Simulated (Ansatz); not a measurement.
**Debugging a many-body input for SiO2 (P4_32_12)**

Aim: the G0W0 gap of SiO2 (P4_32_12). The first input has a fault.

Method: G0W0 on LDA, plane waves, PAW; PAW set soft_1, in Ansatz 0.2.0.

## Step 1: The structure

Symmetry: P4_32_12, No. 96, tetragonal system. Conventional cell: a = 4.933 Å, b = 4.933 Å, c = 6.465 Å, α = 90.00°, β = 90.00°, γ = 90.00°. Nearest to Si lie 4 O at 1.62 Å. Nearest to O lie 2 Si at 1.62 Å. Farther neighbours and most contacts between anions are not listed.

Structure file:

```cif
data_structure
_symmetry_space_group_name_H-M 'P4_32_12'
_symmetry_Int_Tables_number 96
_cell_length_a 4.9329
_cell_length_b 4.9329
_cell_length_c 6.4645
_cell_angle_alpha 90.000
_cell_angle_beta 90.000
_cell_angle_gamma 90.000
_cell_volume 157.30
loop_
_atom_site_label
_atom_site_type_symbol
_atom_site_symmetry_multiplicity
_atom_site_Wyckoff_symbol
_atom_site_fract_x
_atom_site_fract_y
_atom_site_fract_z
_atom_site_occupancy
Si1 Si 4 a 0.81771 0.81771 0.50000 1
O1 O 8 b 0.26834 0.36457 0.80193 1
```

The cell and positions come from the Crystallography Open Database and are kept as given unless a step says otherwise.

## Step 2: First try

File input.yaml:

```yaml
crystal:
  lattice:
    - [4.9329, 0.0, 0.0]
    - [0.0, 4.9329, 0.0]
    - [0.0, 0.0, 6.4645]
  atoms:
    - { symbol: Si, position: [0.817705, 0.817705, 0.5] }
    - { symbol: Si, position: [0.682295, 0.317705, 0.25] }
    - { symbol: Si, position: [0.182295, 0.182295, 0.0] }
    - { symbol: Si, position: [0.317705, 0.682295, 0.75] }
    - { symbol: O, position: [0.26834, 0.36457, 0.80193] }
    - { symbol: O, position: [0.13543, 0.76834, 0.55193] }
    - { symbol: O, position: [0.73166, 0.63543, 0.30193] }
    - { symbol: O, position: [0.86457, 0.23166, 0.05193] }
    - { symbol: O, position: [0.76834, 0.13543, 0.44807] }
    - { symbol: O, position: [0.63543, 0.73166, 0.69807] }
    - { symbol: O, position: [0.23166, 0.86457, 0.94807] }
    - { symbol: O, position: [0.36457, 0.26834, 0.19807] }
kpoints:
  mp_grid: { grid: [2, 2, 2] }
hamiltonian:
  xc: lda
  pseudopotentials: { kind: paw, azcp: { folder: soft_1 }, xc_functional: pbe }
scf:
  occupations: { method: fixed }
  max_iter: 2
gw:
  n_empty_bands: 166
  ecut_chi: 60
  qp_bands: [v4, c4]
  qp_kpoints: band_edges
  screening: { model: contour_deformation }
```

Command:

```sh
> ansatz run input.yaml --threads 3 --pin off --max-ram 92160MiB --backend cuda --events-out ev --progress --plain --runs-dir out --devices 1 --max-vram 13GiB
```

Numbers of over 12 decimals in the logs are rounded to 6 here.

What it wrote:

```text
GPUs: using 1 of 1 available (devices: 1).
Engine: ansatz 0.2.0, x86_64-unknown-linux-gnu
Pseudopotentials: kind: paw
Pseudopotential: Si, paw, valence charge 4, recommended cutoff 420 eV (normal), soft_1/Si.paw.azcp
Pseudopotential: O, paw, valence charge 6, recommended cutoff 420 eV (normal), soft_1/O.paw.azcp
Functional definition: SPW92
  exchange = slater_x
  correlation = pw_c
device memory: the entry about to start is reckoned to put 2.3 GiB on a device that reports 43.5 GiB free (of which the cap on the GPU budget leaves the run 13.0 GiB)
GPU FFT provider: cuFFT
GPU libraries: cuBLAS 13.8.2, cuFFT 12.4.0, cuSOLVER 12.3.4
Crystal: 12 atoms, lattice volume = 157.304 Å³
Basis set: ecut = 420 eV, 3097 PW (Γ)
Bands: 44, of which v1, the nominal top of the filled ones, is band 32 counted from 1 (31 counted from 0)
Symmetry: 8 space group operations
Space group: P43212 (ITA 96), of the structure as read, at distance tolerance 5.4e-5 Å
k-points: 6 of 8
Non-local potential: Si, projectors of the file, l = 0: 2, l = 1: 2, l = 2: 1
Non-local potential: O, projectors of the file, l = 0: 2, l = 1: 2, l = 2: 1
PAW form: soft (Blöchl's): semilocal exchange-correlation on the pseudo side does not see the compensation charge
PAW frozen core: Si, regenerated for the run's functional, and the local potential with it (the file was generated under x = pbe(κ = 0.804, μ = 0.219515), c = pbe(β = 0.066725))
PAW frozen core: O, regenerated for the run's functional, and the local potential with it (the file was generated under x = pbe(κ = 0.804, μ = 0.219515), c = pbe(β = 0.066725))
PAW one-centre angular grid: Si, 110 points (default); XC on 64 Gauss nodes
PAW one-centre angular grid: O, 110 points (default); XC on 64 Gauss nodes
Initial density: superposition of atomic densities (chi_scale 0.1, normalization cell, long waves kept (reshape's long-wave potential 0.01 eV rms))
Initial wavefunctions: pseudopotential atomic-orbital guess
GPU buffer pool allocated for 58320 grid points (all kernels)
GPU transforms: local potential and band sums: pruned to the plane-wave sphere, on 36×36×45
Functional: x = slater, c = lda
SCF iter   1: F=—  HF=-6896.768548 eV  |F-HF|=—  |Δ(HF+E_count)|=         —  Δρ=1.21e-1  dr2=2.05e1  ethr=3.10e-3  ⟨swp⟩=12.7  Hψ=3017  notcnv=0
preconditioner: auto → Resta (q_TF=auto, 2.349 Å⁻¹)  ε∞=2.8  [insulator: Δε(μ)=6.942 eV  Ē_g=17.734 eV  n_scr=36 (ndim 8)  ℏωp=23.7 eV  f_vac=0.038  ε∞_Penn≈2.8]
SCF iter   2: F=—  HF=-6890.986541 eV  |F-HF|=—  |Δ(HF+E_count)|=    5.78e0  Δρ=4.23e-2  dr2=1.16e0  ethr=3.10e-3  ⟨swp⟩=13.0  Hψ=2518  notcnv=0
Error: did not converge after 2 iterations: dr2 = 1.16e0 (threshold 1.00e-7), under the density mixer `msr1`, which `scf.mixing.algorithm: auto` chose by the deck's other keys (type `scf.mixing.algorithm: msr1` to keep it); at k-index 0, counted from 0 in this SCF's own list of k-points, the highest band that the last eigensolve's fill by count filled, 1.634250 eV, and the lowest that it left empty, 7.145268 eV, lay  [...]
```

Elapsed: 3.7 s, on 1 × NVIDIA H100 80GB HBM3 (shared by 6 runs) with 3 threads of AMD EPYC 7R13 (Zen 3), shared host; peak memory 0.85 GiB.

**What went wrong?**

No converged result was reached; the numbers in the log don't describe the system.

The program's message: “Error: did not converge after 2 iterations: dr2 = 1.16e0 (threshold 1.00e-7), under the density mixer `msr1`, which `scf.mixing.algorithm: auto` chose by the deck's other keys (type `scf.mixing.algori …”

The fault: too few SCF iterations. The ground state must converge before anything is built on it.

## Step 3: A better input

Now the one-shot GW correction: screening in the RPA, then the self-energy of the levels asked for. This step takes PAW set soft_1 files.

input.yaml: that of step 2 with these lines changed.

```diff
@@ -19,3 +19,3 @@
 kpoints:
-  mp_grid: { grid: [2, 2, 2] }
+  mp_grid: { grid: [4, 4, 2] }
 hamiltonian:
@@ -25,6 +25,5 @@
   occupations: { method: fixed }
-  max_iter: 2
 gw:
-  n_empty_bands: 166
-  ecut_chi: 60
+  n_empty_bands: 656
+  ecut_chi: 150.0
   qp_bands: [v4, c4]
```

What it wrote:

```text
GPUs: using 1 of 1 available (devices: 1).
[...]
GPU FFT provider: cuFFT
GPU libraries: cuBLAS 13.8.2, cuFFT 12.4.0, cuSOLVER 12.3.4
Crystal: 12 atoms, lattice volume = 157.304 Å³
Basis set: ecut = 420 eV, 3097 PW (Γ)
Bands: 44, of which v1, the nominal top of the filled ones, is band 32 counted from 1 (31 counted from 0)
[... 1 set-up line as in the run before ...]
[...]
k-points: 12 of 32
[...]
GPU buffer pool allocated for 58320 grid points (all kernels)
[...]
SCF iter   1: F=—  HF=-6896.770291 eV  |F-HF|=—  |Δ(HF+E_count)|=         —  Δρ=1.21e-1  dr2=2.05e1  ethr=3.10e-3  ⟨swp⟩=4.6  Hψ=2141  notcnv=0  defer=106
[...]
SCF iter   8: F=-6890.679919 eV  HF=-6890.679919 eV  |F-HF|=2.53e-9  |Δ(HF+E_count)|=   5.65e-8  Δρ=1.79e-6  dr2=4.60e-9  ethr=1.56e-10  ⟨swp⟩=13.3  Hψ=2577  notcnv=0
SCF 1 converged in 8 iterations: F = -6890.679919 eV  dr2 = 4.60e-9
[...]
0    29      1.0212   -26.4456     4.1460   -20.5834  0.8004    -0.7209    -0.6950  root
     0    30      1.3943   -26.7510     4.1624   -20.9059  0.8001    -0.3129    -0.2884  root
     0    31      1.3943   -26.7510     4.1624   -20.9059  0.8001    -0.3129    -0.2884  root
     0    32      1.8649   -26.7181     4.0982   -20.9828  0.8013     0.2054     0.2279  root
     0    33      7.3450    -7.8905    -3.4940   -12.8979  0.8626     8.8703     8.8584  root
     0    34     10.3793    -6.3174    -4.0897   -12.2218  0.8565    12.2155    12.1939  root
     0    35     10.3793    -6.3174    -4.0897   -12.2218  0.8565    12.2155    12.1939  root
     0    36     11.0016    -6.0269    -4.1163   -12.0065  0.8577    12.8878    12.8648  root
[...]
11    33     10.6760    -8.3046    -4.0154   -14.2336  0.8464    12.6150    12.5896  root
    11    34     10.6760    -8.3046    -4.0154   -14.2336  0.8464    12.6150    12.5896  root
    11    35     10.6760    -8.3046    -4.0154   -14.2336  0.8464    12.6150    12.5896  root
    11    36     10.6760    -8.3046    -4.0154   -14.2336  0.8464    12.6150    12.5896  root
[key lines of the parts left out:]
SCF converged after 8 iterations
Free energy (F): -6890.679919 eV
Fermi energy:    1.864915 eV
```

Run time: 59 s. Hardware: 1 × NVIDIA H100 80GB HBM3 (shared by 6 runs) with 3 threads; peak memory 2.4 GiB; 1.8 min of CPU time.

Numbers from this step:

* bands summed: 688
* RPA ε∞ on this mesh (eigenvalues): 2.324, 2.386, 2.386
* plane waves in the screening matrix: 633
* q-points in the mesh: 32
* G0W0 gap on the mesh: 8.631 eV
* k of the valence top: 0, 0, 0
* k of the conduction bottom: 0, 0, 0
* starting gap on the mesh: 5.480 eV
* Z at the valence top: 0.8013
* Z at the conduction bottom: 0.8626
* least direct G0W0 gap on the computed points: 8.631 eV

The gap on the mesh goes from 5.48 eV to 8.63 eV, a correction of +3.15 eV. Between the two edge states, bare exchange in place of the xc potential would open the gap by 10.74 eV, and correlation takes back 7.59 eV.

## Step 4: Summary of results

```
first try  : not converged after 3.7 s
better run : G0W0 gap on the mesh 8.63 eV (4×4×2 mesh, 656 empty bands, screening to 150 eV, PAW set soft_1 files)
```

**Reading.** The second run differs in: mesh, empty bands, screening cutoff (eV) and iteration cap. Bands and cutoff are finite, so the gap is not at the basis limit. The miss can reach some tenths of an eV and take either sign; the mesh is an error of its own. The 4×4×2 mesh is coarse for this cell (its supercell is 13 Å along the shortest edge). The RPA ε∞ on it, from the LDA start, is 2.32 and 2.39; such meshes misread the long-range screening, most where the gap is narrow.

[Paths, hosts, dates, memory and timing lines, banners, echoed tables and standing remarks are left out of the program output.]

[Logs are printed without paths, hosts, clocks, repeated set-up lines and the standing remarks that a program may print on its own settings, such as how far it seeks lower states.]

[Runs of the session that timed out or met a known fault of the program may be left out.]

[Cells called generated may have been cut or substituted from an entry of the Crystallography Open Database or the Materials Project.]

[Hosts, paths, dates, database ids (printed as entryN), source tags and the programs' standing remarks are cut or masked in the printed files.]
